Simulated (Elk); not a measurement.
## How volume moves the moments of VSe2

Wanted: the trend of the moments of VSe2 with volume.

Method: LDA (Perdew-Wang) with U = 4.90 eV, J = 0.90 eV on V d; all-electron APW+lo, Dirac cores, scalar-relativistic bands, in Elk 11.2.3 (patched build).

Report form: the programs' logs are mostly left out.

The database entry behind the starting cell differs from later determinations by our own check (c about 0.5 % long), so it need not match the best structure at ambient conditions.

**1. The structure**

The structure is trigonal, space group P-3m1 (No. 164). The conventional cell has a = 3.355 Å, b = 3.355 Å, c = 6.134 Å, α = 90.00°, β = 90.00°, γ = 120.00°. V has 6 Se at 2.47 Å nearest. Nearest to Se lie 3 V at 2.47 Å. Farther neighbours and most contacts between anions are not listed.

**2. Factor 0.94, start ferro +**

The series opens at one end, with each start in turn. A Hubbard term is added for the open shell, at a value in common use.

All lengths scale alike; the factor is that of the volume. Atoms keep their fractional places. The sphere radii are fixed at values that fit the tightest cell, so that all points share one basis rule.

The last three numbers of an atom's line are a seed field in its sphere. It points against the wanted moment and shrinks by the factor reducebf each loop.

The input, elk.in:

```
! muffin-tin radii typed in the species files (bohr): Se 2.2517, V 2.2517
tasks
  0

xctype
  3

rgkmax
  7.0

nempty
  14

swidth
  0.005

reducebf
  0.6

epsengy
  1e-05

maxscl
  100

lmaxi
  3

spinpol
  .true.

sppath
  './'

avec
  6.21060644152 0.00000000000 0.00000000000
  -3.10530322076 5.37854295128 0.00000000000
  0.00000000000 0.00000000000 11.35495079353

atoms
  2
  'V.in'
  1
  0.0000000000 0.0000000000 0.0000000000   0.000000 0.000000 -0.150000
  'Se.in'
  2
  0.3333333333 0.6666666667 0.2500000000   0.000000 0.000000 0.000000
  0.6666666667 0.3333333333 0.7500000000   0.000000 0.000000 0.000000

ngridk
  8 8 4

dft+u
  1 1
  1 2 0.180072 0.033074
```

Started as:

```
$ OMP_NUM_THREADS=4 elk
```

Wall time 2 min (4 threads of Arm Neoverse V1, shared host); peak memory 0.23 GiB.

Spin moment in the muffin-tin sphere by atom:

```csv
atom,spin moment in the muffin-tin sphere (μB)
V1,1.35
Se2,-0.10
Se3,-0.10
```

This step gave:

```yaml
density_of_states_at_the_fermi_level: 1.345 states/eV/cell
moment_between_the_spheres: 0.1087 μB
magnetization: 1.260 μB
final_state: ferromagnetic
```

After 38 cycles the largest moment stands at 1.35 μB.

**3. Factor 0.94, start no spin polarisation**

elk.in: that of step 2 with these lines changed.

```diff
@@ -16,5 +16,2 @@
 
-reducebf
-  0.6
-
 epsengy
@@ -27,5 +24,2 @@
   3
-
-spinpol
-  .true.
 
@@ -43,3 +37,3 @@
   1
-  0.0000000000 0.0000000000 0.0000000000   0.000000 0.000000 -0.150000
+  0.0000000000 0.0000000000 0.0000000000   0.000000 0.000000 0.000000
   'Se.in'
```

Started as:

```
$ OMP_NUM_THREADS=4 elk
```

The job ended after 38 s (4 threads; peak memory 0.15 GiB; 2.4 min of CPU time).

Numbers from this step:

- density of states at the Fermi level: 2.057 states/eV/cell
- final state: non-magnetic (no spin polarisation)

It lies 252 meV a seeded atom over the parallel start.

**4. Factor 1.1, start ferro +**

The other end of the series.

The input, elk.in:

```
! muffin-tin radii typed in the species files (bohr): Se 2.2517, V 2.2517
tasks
  0

xctype
  3

rgkmax
  7.0

nempty
  14

swidth
  0.005

reducebf
  0.6

epsengy
  1e-05

maxscl
  100

lmaxi
  3

spinpol
  .true.

sppath
  './'

avec
  6.54468808559 0.00000000000 0.00000000000
  -3.27234404279 5.66786614195 0.00000000000
  0.00000000000 0.00000000000 11.96575759074

atoms
  2
  'V.in'
  1
  0.0000000000 0.0000000000 0.0000000000   0.000000 0.000000 -0.150000
  'Se.in'
  2
  0.3333333333 0.6666666667 0.2500000000   0.000000 0.000000 0.000000
  0.6666666667 0.3333333333 0.7500000000   0.000000 0.000000 0.000000

ngridk
  8 8 4

dft+u
  1 1
  1 2 0.180072 0.033074
```

Started as:

```
$ OMP_NUM_THREADS=4 elk
```

Run time: 2.5 min. Hardware: 4 threads; peak memory 0.24 GiB; 9.3 min of CPU time.

Read from the output:

```
density of states at the Fermi level : 1.536 states/eV/cell
moment between the spheres           : 0.08934 μB
magnetization                        : 1.361 μB
final state                          : ferromagnetic
largest moment                       : 1.549 μB
```

After 44 cycles the largest moment stands at 1.55 μB.

**5. Another try**

An input with a fault is tried, to see how the program answers.

The input, elk.in:

```
tasks
  0

xctype
  3

rgkmax
  7.0

nempty
  14

swidth
  0.005

reducebf
  0.6

epsengy
  1e-05

maxscl
  50

lmaxi
  3

spinpol
  .true.

sppath
  './'

avec
  6.34003114812 0.00000000000 0.00000000000
  -3.17001557406 5.49062803506 0.00000000000
  0.00000000000 0.00000000000 11.59158004845

atoms
  2
  'V.in'
  1
  0.0000000000 0.0000000000 0.0000000000   0.000000 0.000000 -0.150000
  'Se.in'
  2
  0.3333333333 0.6666666667 0.2500000000   0.000000 0.000000 0.000000
  0.6666666667 0.3333333333 0.7500000000   0.000000 0.000000 0.000000

ngridk
  1 1 1

dft+u
  1 1
  1 2 0.180072 0.033074
```

Started as:

```
$ OMP_NUM_THREADS=4 elk
```

Wall time 8.5 s (4 threads); peak memory 0.21 GiB.

Convergence was reached, yet the input spoils the result.

The fault in the input: one k-point for a small cell.

A single point can't sample the zone of a small cell; the mesh must follow the cell's size.

**6. Trends**

The largest sphere moment, ferro + by volume:

```csv
volume (factor),"largest sphere moment, ferro + (μB)"
0.9400,1.35
0.9700,1.39
1.0000,1.43
1.0300,1.47
1.0600,1.50
1.1000,1.55
```

The energy less that of the parallel start, no spin polarisation by volume:

| volume (factor) | energy less that of the parallel start, no spin polarisation (meV a seeded atom) |
| --- | --- |
| 0.9400 | 252 |
| 0.9700 | 312 |
| 1.0000 | 372 |
| 1.0300 | 430 |
| 1.0600 | 488 |
| 1.1000 | 566 |

The energy over the lowest by volume; values in meV an atom:

| volume (factor) | ferro + | no spin polarisation |
| --- | --- | --- |
| 0.9400 | 50.6 | 135 |
| 0.9700 | 20.5 | 125 |
| 1.0000 | 5.68 | 130 |
| 1.0300 | 0 | 143 |
| 1.0600 | 2.99 | 166 |
| 1.1000 | 20.9 | 209 |

**7. Results**

| Property | Result |
| --- | --- |
| moment, parallel start | 1.35 to 1.55 μB |
| states met from spin-polarised starts | ferromagnetic |

**Reading.** The moment of the parallel start goes from 1.35 μB at 0.94 to 1.55 μB at 1.1. The spinless run goes from 252 to 566 meV a seeded atom against the parallel start. The net moment is no whole number, as in a metal, where a U can create or inflate moments that the crystal lacks. Under a U a part-filled d shell can order its orbitals; no such lower state was searched for, and the cell's symmetry can forbid it.

[Logs and program files are shortened in this print: banners, set-up blocks, solver, clock and traceback lines can be left out without a mark of their own.]

[Logs are printed without paths, hosts, clocks, repeated set-up lines and the standing remarks that a program may print on its own settings, such as how far it seeks lower states.]

[Hosts, paths, dates, database ids (printed as entryN), source tags and the programs' standing remarks are cut or masked in the printed files.]

[Where a cell is said to come from a database of computed structures, the database is the Materials Project.]
